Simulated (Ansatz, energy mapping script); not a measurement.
## NiO: exchange couplings from total energies

Wanted: the magnetic order of NiO, its couplings and an estimate of its ordering temperature, by LDA.

Main program and level: Ansatz 0.2.0; LDA; plane waves, collinear spin, no spin–orbit coupling.

### Step 1. The structure

Symmetry: Fm-3m, No. 225, cubic system. Conventional cell: a = 4.172 Å, b = 4.172 Å, c = 4.172 Å, α = 90.00°, β = 90.00°, γ = 90.00°. Nearest to Ni lie 6 O at 2.09 Å. Nearest to O lie 6 Ni at 2.09 Å. Farther neighbours and most contacts between anions are not listed.

No correction acts on the open shell here, which makes this the cheap baseline.

### Step 2. Run 1 (parallel; cell A, 4 atoms)

The parallel order is the zero of energy for this cell and mesh.

Contents of input.yaml:

```yaml
crystal:
  lattice:
    - [0.0, -2.085901641, -2.085901641]
    - [0.0, 2.085901641, -2.085901641]
    - [4.171803282, 0.0, 0.0]
  atoms:
    - { symbol: Ni, position: [0.5, 0.5, 0.5], spin: 2.0 }
    - { symbol: Ni, position: [0.0, 0.0, 0.0], spin: 2.0 }
    - { symbol: O, position: [0.5, 0.5, 0.0] }
    - { symbol: O, position: [0.0, 0.0, 0.5] }
magnetization:
  spin_polarized: true
kpoints:
  mp_grid: { grid: [9, 9, 6] }
hamiltonian:
  xc: lda
scf:
  occupations: { method: fermi_dirac, width: 0.05 }
output:
  eigenvalues: true
```

Started as:

```bash
ansatz run input.yaml --threads 4 --pin off --max-ram 8192MiB --backend cpu --events-out ev --progress --plain --runs-dir out
```

Numbers of over 12 decimals in the logs are rounded to 6 here.

The program printed:

```text
Engine: ansatz 0.2.0, aarch64-unknown-linux-gnu
Pseudopotentials: kind: paw
Pseudopotential: Ni, paw, valence charge 18, recommended cutoff 420 eV (normal), Ni.paw.azcp
Pseudopotential: O, paw, valence charge 6, recommended cutoff 420 eV (normal), O.paw.azcp
Functional definition: SPW92
  exchange = slater_x
  correlation = pw_c
Crystal: 4 atoms, lattice volume = 36.303 Å³
Basis set: ecut = 420 eV, 681 PW (Γ)
Bands: 32, of which v1, the nominal top of the filled ones, is band 24 counted from 1 (23 counted from 0)
Symmetry: 32 space group operations
Space group: Fm-3m (ITA 225), of the structure as read, at distance tolerance 3.3e-5 Å
Magnetic group: BNS 225.116 (UNI 1618), of the structure as read, at distance tolerance 3.3e-5 Å
k-points: 60 of 486
Non-local potential: Ni, projectors of the file, l = 0: 3, l = 1: 2, l = 2: 3, l = 3: 1
Non-local potential: O, projectors of the file, l = 0: 2, l = 1: 2, l = 2: 1
PAW form: soft (Blöchl's): semilocal exchange-correlation on the pseudo side does not see the compensation charge
PAW frozen core: Ni, regenerated for the run's functional, and the local potential with it (the file was generated under x = pbe(κ = 0.804, μ = 0.219515), c = pbe(β = 0.066725))
PAW frozen core: O, regenerated for the run's functional, and the local potential with it (the file was generated under x = pbe(κ = 0.804, μ = 0.219515), c = pbe(β = 0.066725))
PAW one-centre angular grid: Ni, 590 points (default); XC on 64 Gauss nodes
PAW one-centre angular grid: O, 110 points (default); XC on 64 Gauss nodes
Initial density: superposition of atomic densities (chi_scale 0.1, normalization cell, long waves kept (reshape's long-wave potential 0.00 eV rms))
Starting moments: Σ|m| = 4 μB on 2 of 4 sites
Initial wavefunctions: pseudopotential atomic-orbital guess
Functional: x = slater, c = lda
SCF iter   1: F=—  HF=-12652.577439 eV  |F-HF|=—  |Δ(HF+E_count)|=         —  Δρ=2.85e-1 (↑8.97e-2 ↓2.85e-1)  dr2=1.74e1  dr2_m=9.43e0  M=0.945 μB ∫|m|=0.947 μB  β_m=0.30  ethr=3.10e-3  ⟨swp⟩=5.3  Hψ=13726  notcnv=0  defer=6
Mixer restart at iter 1: flushing history
preconditioner: auto → Kerker (q_TF=auto, 2.858 Å⁻¹)  [metal: Δε(μ)=0.009 eV  Ē_g=12.400 eV  σ=0.050 eV  W_gap=0.05  n_scr=14 (ndim 8)  ℏωp=34.9 eV  f_vac=0.000  D(μ)=4.17/eV (n_scr^D=58)]
spin=Collinear: Kerker preconditioning applied to the charge; magnetization (m = ρ↑ − ρ↓) channel mixes plain (no charge-response kernel on spin).
SCF iter   2: F=—  HF=-12653.263031 eV  |F-HF|=—  |Δ(HF+E_count)|=   6.86e-1  Δρ=1.25e-1 (↑6.88e-2 ↓1.25e-1)  dr2=1.82e0  dr2_m=2.74e0  M=1.484 μB ∫|m|=1.485 μB  β_m=0.41  ethr=3.10e-3  ⟨swp⟩=3.0  Hψ=8696  notcnv=0  defer=227
SCF iter   3: F=—  HF=-12653.952831 eV  |F-HF|=—  |Δ(HF+E_count)|=   6.90e-1  Δρ=8.02e-2 (↑3.51e-2 ↓8.02e-2)  dr2=1.10e0  dr2_m=9.89e-1  M=1.304 μB ∫|m|=1.305 μB  β_m=0.52  ethr=3.10e-3  ⟨swp⟩=2.0  Hψ=5399  notcnv=0  defer=225
SCF iter   4: F=—  HF=-12654.045372 eV  |F-HF|=—  |Δ(HF+E_count)|=   9.25e-2  Δρ=1.17e-2 (↑1.17e-2 ↓7.89e-3)  dr2=3.88e-2  dr2_m=5.79e-3  M=1.247 μB ∫|m|=1.249 μB  β_m=0.76  ethr=2.29e-3  ⟨swp⟩=2.2  Hψ=5631  notcnv=0  defer=226
SCF iter   5: F=—  HF=-12654.066894 eV  |F-HF|=—  |Δ(HF+E_count)|=   2.15e-2  Δρ=6.27e-3 (↑2.90e-3 ↓6.27e-3)  dr2=1.02e-2  dr2_m=4.17e-3  M=1.263 μB ∫|m|=1.265 μB  β_m=0.79  ethr=8.08e-5  ⟨swp⟩=2.3  Hψ=7131  notcnv=0  defer=224
SCF iter   6: F=—  HF=-12654.068500 eV  |F-HF|=—  |Δ(HF+E_count)|=   1.61e-3  Δρ=2.16e-3 (↑7.27e-4 ↓2.16e-3)  dr2=1.25e-3  dr2_m=2.90e-4  M=1.274 μB ∫|m|=1.276 μB  β_m=0.84  ethr=2.13e-5  ⟨swp⟩=2.1  Hψ=5848  notcnv=0  defer=224
SCF iter   7: F=—  HF=-12654.068268 eV  |F-HF|=—  |Δ(HF+E_count)|=   2.32e-4  Δρ=7.92e-4 (↑7.92e-4 ↓4.50e-4)  dr2=1.01e-4  dr2_m=1.13e-4  M=1.279 μB ∫|m|=1.281 μB  β_m=0.92  ethr=2.61e-6  ⟨swp⟩=2.1  Hψ=5119  notcnv=0  defer=224
SCF iter   8: F=—  HF=-12654.068252 eV  |F-HF|=—  |Δ(HF+E_count)|=   1.57e-5  Δρ=4.36e-4 (↑4.33e-4 ↓4.36e-4)  dr2=1.49e-5  dr2_m=5.76e-5  M=1.291 μB ∫|m|=1.293 μB  β_m=0.96  ethr=2.10e-7  ⟨swp⟩=1.5  Hψ=4439  notcnv=0  defer=224
SCF iter   9: F=—  HF=-12654.068257 eV  |F-HF|=—  |Δ(HF+E_count)|=         —  Δρ=2.62e-4 (↑1.70e-4 ↓2.62e-4)  dr2=3.76e-6  dr2_m=1.48e-5  M=1.304 μB ∫|m|=1.306 μB  β_m=0.96  ethr=3.10e-8  ⟨swp⟩=2.1  Hψ=5704  notcnv=0  defer=224
[...]
SCF 1 converged in 15 iterations: F = -12654.068258 eV  dr2 = 1.77e-9
  greatest PAW one-centre occupation: 1.002 electrons in one spin orbital (limit 2), on the Ni atom at site 1 (counted from 0), in its partial waves of l = 1
Initial density: read from a saved state, or passed on in memory by an earlier SCF of this step, an earlier step, the calling program or the single point that the run made first
Starting moments: Σ|m| = 4 μB on 2 of 4 sites; this step starts from the density that it was given
Initial wavefunctions: those read from a saved state, or passed on in memory by an earlier step or the calling program
[...]
preconditioner: auto → Kerker (q_TF=auto, 2.858 Å⁻¹)  [metal: Δε(μ)=0.010 eV  Ē_g=12.662 eV  σ=0.050 eV  W_gap=0.05  n_scr=14 (ndim 8)  ℏωp=34.9 eV  f_vac=0.000  D(μ)=4.09/eV (n_scr^D=48)]
spin=Collinear: Kerker preconditioning applied to the charge; magnetization (m = ρ↑ − ρ↓) channel mixes plain (no charge-response kernel on spin).
[...]
an SCF towards Hund's moment on open shells that bore less, with the run's symmetry operations kept, reached no lower state that the run goes on to. This is no proof of a minimum
[...]
spin=Collinear: Kerker preconditioning applied to the charge; magnetization (m = ρ↑ − ρ↓) channel mixes plain (no charge-response kernel on spin).
[...]
this SCF's setup event announced max_iter 4: a cap that the engine derives, which gives way to 182 iterations because this look along open shells stands lower than the state that it set out from. From here on the SCF can send more iterations than it announced.
[...]
SCF iter   7: F=—  HF=-12654.074633 eV  |F-HF|=—  |Δ(HF+E_count)|=  3.15e-10  Δρ=2.03e-6 (↑9.99e-7 ↓2.03e-6)  dr2=2.12e-10  dr2_m=7.48e-10  M=0.001 μB ∫|m|=0.001 μB  ethr=2.71e-11  ⟨swp⟩=1.1  Hψ=8874  notcnv=0
SCF iter   8: F=-12654.074633 eV  HF=-12654.074633 eV  |F-HF|=6.91e-11  |Δ(HF+E_count)|=   2.23e-9  Δρ=5.82e-7 (↑5.82e-7 ↓1.77e-7)  dr2=7.29e-11  dr2_m=3.40e-11  M=0.000 μB ∫|m|=0.000 μB  ethr=3.29e-12  ⟨swp⟩=1.2  Hψ=10594  notcnv=0
SCF iter   9: F=-12654.074633 eV  HF=-12654.074633 eV  |F-HF|=6.91e-11  |Δ(HF+E_count)|=    0.00e0  Δρ=5.82e-7 (↑5.82e-7 ↓1.77e-7)  dr2=7.29e-11  dr2_m=3.40e-11  M=0.000 μB ∫|m|=0.000 μB  ethr=1.00e-12  ⟨swp⟩=1.2  Hψ=10968  notcnv=0
SCF 2 converged in 9 iterations: F = -12654.074633 eV  dr2 = 7.29e-11
iter 1 solved again at ethr=1.00e-12 eV; its pass at ethr=3.10e-3 eV (dr2=7.21e-11 eV) is discarded
SCF iter   1: F=—  HF=-12654.074633 eV  |F-HF|=—  |Δ(HF+E_count)|=         —  Δρ=5.81e-7 (↑5.81e-7 ↓1.78e-7)  dr2=7.29e-11  dr2_m=3.38e-11  M=0.000 μB ∫|m|=0.000 μB  β_m=0.30  ethr=1.00e-12  ⟨swp⟩=2.1  Hψ=15093  notcnv=0
preconditioner: auto → Kerker (q_TF=auto, 2.858 Å⁻¹)  [metal: Δε(μ)=0.025 eV  Ē_g=12.626 eV  σ=0.050 eV  W_gap=0.12  n_scr=14 (ndim 8)  ℏωp=34.9 eV  f_vac=0.000  D(μ)=3.94/eV (n_scr^D=48)]
spin=Collinear: Kerker preconditioning applied to the charge; magnetization (m = ρ↑ − ρ↓) channel mixes plain (no charge-response kernel on spin).
SCF iter   2: F=-12654.074633 eV  HF=-12654.074633 eV  |F-HF|=0.00e0  |Δ(HF+E_count)|=  1.09e-11  Δρ=3.28e-7 (↑3.28e-7 ↓2.74e-7)  dr2=4.49e-12  dr2_m=2.84e-11  M=0.000 μB ∫|m|=0.000 μB  ethr=1.00e-12  ⟨swp⟩=3.5  Hψ=8661  notcnv=0
SCF 3 converged in 2 iterations: F = -12654.074633 eV  dr2 = 4.49e-12
iter 1 solved again at ethr=1.00e-12 eV; its pass at ethr=2.08e-6 eV (dr2=4.51e-12 eV) is discarded
SCF iter   1: F=—  HF=-12654.074633 eV  |F-HF|=—  |Δ(HF+E_count)|=         —  Δρ=3.26e-7 (↑3.26e-7 ↓2.76e-7)  dr2=4.49e-12  dr2_m=2.84e-11  M=0.000 μB ∫|m|=0.000 μB  ethr=1.00e-12  ⟨swp⟩=1.0  Hψ=17508  notcnv=0
spin=Collinear: Kerker preconditioning applied to the charge; magnetization (m = ρ↑ − ρ↓) channel mixes plain (no charge-response kernel on spin).
SCF iter   2: F=—  HF=-12654.118256 eV  |F-HF|=—  |Δ(HF+E_count)|=   4.36e-2  Δρ=2.83e-2 (↑1.08e-2 ↓2.83e-2)  dr2=3.64e-1  dr2_m=4.47e-2  M=1.539 μB ∫|m|=1.540 μB  ethr=2.08e-6  ⟨swp⟩=1.8  Hψ=18151  notcnv=0
SCF iter   3: F=—  HF=-12654.068727 eV  |F-HF|=—  |Δ(HF+E_count)|=   4.95e-2  Δρ=2.48e-3 (↑1.34e-3 ↓2.48e-3)  dr2=3.19e-3  dr2_m=1.80e-4  M=1.380 μB ∫|m|=1.382 μB  ethr=2.08e-6  ⟨swp⟩=1.2  Hψ=11938  notcnv=0
an SCF towards Hund's moment on open shells that bore less, with the run's symmetry operations kept, reached no lower state that the run goes on to. This is no proof of a minimum
WARN: the starting moments were not kept: the SCF closed with an absolute magnetisation of 1.0e-4 μB, where they sum to 4 μB in size (2 sites). That is at most 0.1 of that sum. Measured as dr2_m measures the in/out step, that magnetisation stands 1.2e-8 eV from none, at or under the dr2_threshold of 1.0e-7 eV: it is no larger than a step whose dr2_m would equal this threshold. The system may hold no moment; this SCF  [...]
SCF converged after 2 iterations
Stability not told: the SCF's own minimisation came to no verdict on its close; the lowest value that the minimisation read is 4.2e-2 (residual 1.2e-4): no lower mode is shown, and none is ruled out
Magnetization: 0.0001 μB (24.0001 up, 23.9999 down)
Absolute magnetization: 0.0001 μB (∫|ρ↑−ρ↓|, with the PAW one-centre terms)
Spin contamination: 0.0000 ħ² per cell (⟨S²⟩ above its minimum at these occupations)
Per-site moments (μB) at R_I (Å): [(4.406780033701609e-5, 0.860434), (4.406780033683216e-5, 0.860434), (8.156008199416845e-6, 0.860434), (8.156008199610686e-6, 0.860434)]
Free energy (F): -12654.074633 eV
Harris-Foulkes:  -12654.074633 eV  (|F-HF|=0.00e0)
Internal energy: -12654.042364 eV  (E = F + TS)
E sigma→0 (E₀):  -12654.058498 eV
Entropy (-TS):   -0.032269 eV (-8.067 meV/atom)
Fermi energy:    13.974775 eV
--- Per-component energies (eV) ---
  E_band       = -653.743082
  E_kinetic    = 905.182614
  E_local      = -8000.498758  (includes V_loc(G=0)·N_el)
  E_nonlocal   = 1395.007610
  E_hartree    = 3293.290996
  E_xc         = -309.039438
  E_vxc        = -398.722741  (∫ρ·V_xc dr)
  E_paw        = -3429.455690  (= ΣΔE_a)
  E_vpaw       = -1141.299962  (= ΣTr[D̂ρ^β])
  E_aug_tail   = 0.006039  (compensation charges beyond the density's cutoff)
  E_ewald      = -6509.597821
  E_core_change = 1.062084  (= ΣΔE_core)
  E_smearing   = -0.032269  (= −TS)
  E_closure    = -0.000000  (closes the sum)
  Σ components = -12654.074633   (vs F -12654.074633, Δ=0.00e0)
--- Band table (eV; the first three rows and the last of 120) ---
  k-point 0 ↑: bands = [... 20 lower, 12.3769, 12.3946, 12.7778, 13.3244, 13.3244, 13.3593, 15.6415, 20.2470, ... 4 higher]
  k-point 1 ↑: bands = [... 20 lower, 12.4673, 12.7505, 12.9691, 13.3470, 13.3470, 13.4941, 16.3076, 20.4001, ... 4 higher]
  k-point 2 ↑: bands = [... 20 lower, 12.9188, 12.9188, 13.3581, 13.3581, 13.4378, 13.6786, 17.8639, 20.3888, ... 4 higher]
  k-point 59 ↓: bands = [... 20 lower, 13.3261, 13.3261, 13.3272, 13.3272, 14.1302, 14.1302, 22.6304, 22.6304, ... 4 higher]
```

Wall time 31 s (4 threads of Arm Neoverse V1, shared host); peak memory 0.68 GiB.

No atom keeps a moment above 0.05 μB.

The run ends non-magnetic, not as typed: a moment turned or collapsed in the SCF or in the program's search for a lower state.

### Step 3. Parallel start in cell B (4 atoms)

A new cell needs its own zero of energy.

This run holds the same structure in another cell (c 4.172 → 5.109 Å, α 90.0 → 73.2°, β 90.0 → 73.2°, γ 90.0 → 60.0°).

input.yaml, the sections that differ from step 2:

```yaml
crystal:
  lattice:
    - [0.0, -2.085901641, -2.085901641]
    - [-2.085901641, 0.0, -2.085901641]
    - [2.085901641, 2.085901641, -4.171803282]
  atoms:
    - { symbol: Ni, position: [0.5, 0.5, 0.5], spin: 2.0 }
    - { symbol: Ni, position: [0.0, 0.0, 0.0], spin: 2.0 }
    - { symbol: O, position: [0.75, 0.75, 0.75] }
    - { symbol: O, position: [0.25, 0.25, 0.25] }
kpoints:
  mp_grid: { grid: [10, 10, 10] }
# magnetization, hamiltonian, scf, output: as in step 2
```

The program printed:

```text
[...]
Crystal: 4 atoms, lattice volume = 36.303 Å³
Basis set: ecut = 420 eV, 683 PW (Γ)
Bands: 32, of which v1, the nominal top of the filled ones, is band 24 counted from 1 (23 counted from 0)
Symmetry: 24 space group operations
[...]
k-points: 116 of 1000
[...]
Starting moments: Σ|m| = 4 μB on 2 of 4 sites
[...]
SCF iter   1: F=—  HF=-12652.667129 eV  |F-HF|=—  |Δ(HF+E_count)|=         —  Δρ=2.96e-1 (↑9.94e-2 ↓2.96e-1)  dr2=1.76e1  dr2_m=1.07e1  M=0.713 μB ∫|m|=0.716 μB  β_m=0.30  ethr=3.10e-3  ⟨swp⟩=5.5  Hψ=26721  notcnv=0  defer=6
[...]
SCF iter  14: F=-12654.088745 eV  HF=-12654.088745 eV  |F-HF|=0.00e0  |Δ(HF+E_count)|=  3.64e-12  Δρ=1.08e-7 (↑8.59e-8 ↓1.08e-7)  dr2=1.23e-12  dr2_m=2.14e-12  M=0.000 μB ∫|m|=0.000 μB  ethr=1.00e-12  ⟨swp⟩=6.9  Hψ=22340  notcnv=0
SCF 1 converged in 14 iterations: F = -12654.088745 eV  dr2 = 1.23e-12
[...]
Symmetry: 12 space group operations
[...]
SCF 2 converged in 8 iterations: F = -12654.420262 eV  dr2 = 1.87e-8
[...]
SCF 3 converged in 3 iterations: F = -12654.420262 eV  dr2 = 3.94e-10
WARN: the starting moments were not kept: 1 of 2 ended reversed and 1 kept their direction, counting a site from 0.1 of the cell's largest site moment. The largest reversed, site 0 (counted from 0, in the order of the report's site_moments_mub), started with +2.0 μB and closes at -1.2e0 μB in its sphere. The net magnetisation is 1.0e-7 μB in size, at most 0.1 of the 4 μB that the starting moments add up to as vectors [...]
SCF converged after 3 iterations
Magnetization: 0.0000 μB (24.0000 up, 24.0000 down)
Absolute magnetization: 2.6420 μB (∫|ρ↑−ρ↓|, with the PAW one-centre terms)
[...]
Per-site moments (μB) at R_I (Å): [(-1.196041, 0.860434), (1.196042, 0.860434), (-4.873550102057879e-7, 0.860434), (-4.873550102328011e-7, 0.860434)]
Free energy (F): -12654.420262 eV
[...]
Internal energy: -12654.419588 eV  (E = F + TS)
E sigma→0 (E₀):  -12654.419925 eV
Entropy (-TS):   -0.000674 eV (-0.169 meV/atom)
Fermi energy:    13.974707 eV
[...]
--- Band table (eV; the first three rows and the last of 232) ---
  k-point 0 ↑: bands = [... 20 lower, 12.0995, 13.0772, 13.0772, 13.3861, 15.4087, 15.4087, 15.6916, 19.6044, ... 4 higher]
  k-point 1 ↑: bands = [... 20 lower, 12.2952, 13.0643, 13.0643, 13.3553, 15.3634, 15.3634, 15.8794, 19.5916, ... 4 higher]
  k-point 2 ↑: bands = [... 20 lower, 12.6737, 13.0344, 13.0344, 13.2730, 15.2350, 15.2350, 16.3681, 19.5181, ... 4 higher]
  k-point 115 ↓: bands = [... 20 lower, 13.2050, 13.3565, 13.4801, 13.5963, 14.7586, 14.8092, 22.2189, 22.3444, ... 4 higher]
```

Elapsed: 39 s, on 4 threads; peak memory 1.1 GiB; 2.5 min of CPU time.

Spin moment in the sphere by atom:

| atom | spin moment in the sphere (μB) |
| --- | --- |
| Ni1 | -1.20 |
| Ni2 | 1.20 |
| O3 | 0.00 |
| O4 | 0.00 |

The run ends antiferromagnetic, not as typed: a moment turned or collapsed in the SCF or in the program's search for a lower state.

[end of part 1 of 2]

[Logs and program files are shortened in this print: banners, set-up blocks, solver, clock and traceback lines can be left out without a mark of their own.]

[Logs are printed without paths, hosts, clocks, repeated set-up lines and the standing remarks that a program may print on its own settings, such as how far it seeks lower states.]

[Hosts, paths, dates, database ids (printed as entryN), source tags and the programs' standing remarks are cut or masked in the printed files.]

[Where a cell is said to come from a database of computed structures, the database is the Materials Project.]
